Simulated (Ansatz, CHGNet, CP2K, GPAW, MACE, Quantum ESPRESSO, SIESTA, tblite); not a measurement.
**A faulty CP2K run on random packing of 41In2S3-59GeS2 (mol %) (84 atoms)**

Program: CP2K 2026.2, a calculation on a cell of 18 In, 53 S and 13 Ge, 23.6 Å³ an atom.

File input.inp:

```
&GLOBAL
  PROJECT cell
  RUN_TYPE ENERGY_FORCE
  PRINT_LEVEL LOW
&END GLOBAL
&FORCE_EVAL
  METHOD QS
  STRESS_TENSOR ANALYTICAL
  &DFT
    BASIS_SET_FILE_NAME BASIS_MOLOPT
    POTENTIAL_FILE_NAME GTH_POTENTIALS
    &MGRID
      CUTOFF 350
      REL_CUTOFF 50
    &END MGRID
    &QS
      EPS_DEFAULT 1.0E-12
    &END QS
    &SCF
      SCF_GUESS ATOMIC
      EPS_SCF 1.0E-06
      MAX_SCF 80
      ADDED_MOS 14
      &DIAGONALIZATION
        ALGORITHM STANDARD
      &END DIAGONALIZATION
      &SMEAR ON
        METHOD FERMI_DIRAC
        ELECTRONIC_TEMPERATURE [K] 580
      &END SMEAR
      &MIXING
        METHOD DIRECT_P_MIXING
        ALPHA 1.0
      &END MIXING
      &PRINT
        &RESTART OFF
        &END RESTART
      &END PRINT
    &END SCF
    &XC
      &XC_FUNCTIONAL PBE
      &END XC_FUNCTIONAL
    &END XC
    &PRINT
      &MULLIKEN ON
      &END MULLIKEN
      &LOWDIN ON
      &END LOWDIN
      &MO ON
        EIGENVALUES T
        OCCUPATION_NUMBERS T
        MO_INDEX_RANGE 291 314
        &EACH
          QS_SCF 0
        &END EACH
        ADD_LAST NUMERIC
      &END MO
    &END PRINT
  &END DFT
  &SUBSYS
    &CELL
      A 12.55510 0.00000 0.00000
      B 0.00000 12.55510 0.00000
      C 0.00000 0.00000 12.55510
    &END CELL
    &COORD
      In 1.33574 7.44543 11.39049
      In 0.11036 4.07200 6.57473
      In 6.65420 6.14321 10.70347
      In 6.11710 11.85026 5.63448
      In 8.21669 4.52260 2.81071
      In 0.31488 5.66499 2.70927
      In 8.37990 1.97780 4.74332
      In 2.63971 10.75859 8.36647
      In 7.36319 10.26040 2.32520
      In 8.58857 7.76207 4.06396
[... 70 atom lines left out ...]
      Ge 0.32744 8.42535 6.67278
      Ge 0.95306 0.60917 9.33158
      Ge 11.39865 2.64097 9.57038
      Ge 10.63630 9.91916 11.98372
    &END COORD
    &KIND In
      BASIS_SET DZVP-MOLOPT-SR-GTH-q13
      POTENTIAL GTH-PBE-q13
    &END KIND
    &KIND S
      BASIS_SET DZVP-MOLOPT-SR-GTH-q6
      POTENTIAL GTH-PBE-q6
    &END KIND
    &KIND Ge
      BASIS_SET DZVP-MOLOPT-SR-GTH-q4
      POTENTIAL GTH-PBE-q4
    &END KIND
  &END SUBSYS
  &PRINT
    &FORCES ON
    &END FORCES
    &STRESS_TENSOR ON
    &END STRESS_TENSOR
  &END PRINT
&END FORCE_EVAL
```

Launch:

```sh
OMP_NUM_THREADS=2 cp2k.psmp -i input.inp > output.txt
```

Numbers of over 12 decimals in the logs are rounded to 6 here.

Output:

```text
CP2K| version string:                                       CP2K version 2026.2
 CP2K| Input file name                                                 input.inp
 GLOBAL| Basis set file name                                        BASIS_MOLOPT
 GLOBAL| Potential file name                                      GTH_POTENTIALS
 GLOBAL| Run type                                                   ENERGY_FORCE
 GLOBAL| Total number of message passing processes                             1
 GLOBAL| Number of threads for this process                                    2
 TOTAL NUMBERS AND MAXIMUM NUMBERS
  Total number of            - Atomic kinds:                                   3
                             - Atoms:                                         84
                             - Shell sets:                                    84
                             - Shells:                                       456
                             - Primitive Cartesian functions:                372
                             - Cartesian basis functions:                   1464
                             - Spherical basis functions:                   1308
  Maximum angular momentum of- Orbital basis functions:                        3
                             - Local part of the GTH pseudopotential:          0
                             - Non-local part of the GTH pseudopotential:      4
 SCF PARAMETERS         Density guess:                                    ATOMIC
                        max_scf:                                              80
                        eps_scf:                                        1.00E-06
                        added MOs                                        14    0
                        Mixing method:                           DIRECT_P_MIXING
                        Smear method:                                FERMI_DIRAC
                        Electronic temperature [K]:                        580.0
                        Electronic temperature [a.u.]:                  1.84E-03
                        Accuracy threshold:                             1.00E-10
 Extrapolation method: initial_guess
 Number of electrons:                                                        604
 Number of occupied orbitals:                                                302
 Number of molecular orbitals:                                               316
 Number of orbital functions:                                               1308
 Number of independent orbital functions:                                   1308
 SCF WAVEFUNCTION OPTIMIZATION
  Step     Update method      Time    Convergence         Total energy    Change
 *** the last MO => Add more MOs for proper smearing.                   ***
     1 P_Mix/Diag. 0.10E+01    4.1     1.43897716     -1607.5714613752 -1.61E+03
 *** the last MO => Add more MOs for proper smearing.                   ***
     2 P_Mix/Diag. 0.10E+01    5.3     3.62984374     -1602.4344359556  5.14E+00
     3 P_Mix/Diag. 0.10E+01    5.3    44.95551676     -1470.8204804310  1.32E+02
[...]
79 P_Mix/Diag. 0.10E+01    5.3   310.04551737      4430.5407040376 -2.87E+02
    80 P_Mix/Diag. 0.10E+01    5.3   310.04551737      4717.4803769789  2.87E+02
  Leaving inner SCF loop after reaching    80 steps.
  Electronic density on regular grids:       -603.9999999999        0.0000000001
  Core density on regular grids:              603.9999999992       -0.0000000008
  Total charge density on r-space grids:       -0.0000000007
  Total charge density g-space grids:          -0.0000000007
  Overlap energy of the core charge distribution:               1.03493e-07
  Self energy of the core charge distribution:              -3009.292728
  Core Hamiltonian energy:                                   1221.451336
  Hartree energy:                                            6856.016748
  Exchange-correlation energy:                               -350.694253
  Electronic entropic energy:                                  -7.0442e-05
  Fermi energy:                                                -8.659863
  Total energy:                                              4717.480377
  Total energy (extrapolated to T->0):                       4717.480412
 *   ___                                                                       *
 *  /   \                                                                      *
 * [ABORT]                                                                     *
 *  \___/     SCF run NOT converged. To continue the calculation regardless,   *
 *    |             please set the keyword IGNORE_CONVERGENCE_FAILURE.         *
 *  O/|                                                                        *
 * /| |                                                                        *
```

Run time: 7.2 min. Hardware: 2 threads of Arm Neoverse V2, shared host; peak memory 1.5 GiB.

Banners, paths, timers and routine set-up lines are dropped from the logs unmarked, and long logs keep their key lines alone; longer cuts are marked.

Q: Name the fault.

Mixing far too strong: mixer DIRECT_P_MIXING and mixing weight 1.0.

The run ended unconverged.

[Also dropped from logs without a mark: logging warnings of Python, and SIESTA's first energy breakdown and zero terms.]

[Logs are printed without paths, hosts, clocks, repeated set-up lines and the standing remarks that a program may print on its own settings, such as how far it seeks lower states.]

[Hosts, paths, dates, database ids (printed as entryN), source tags and the programs' standing remarks are cut or masked in the printed files.]
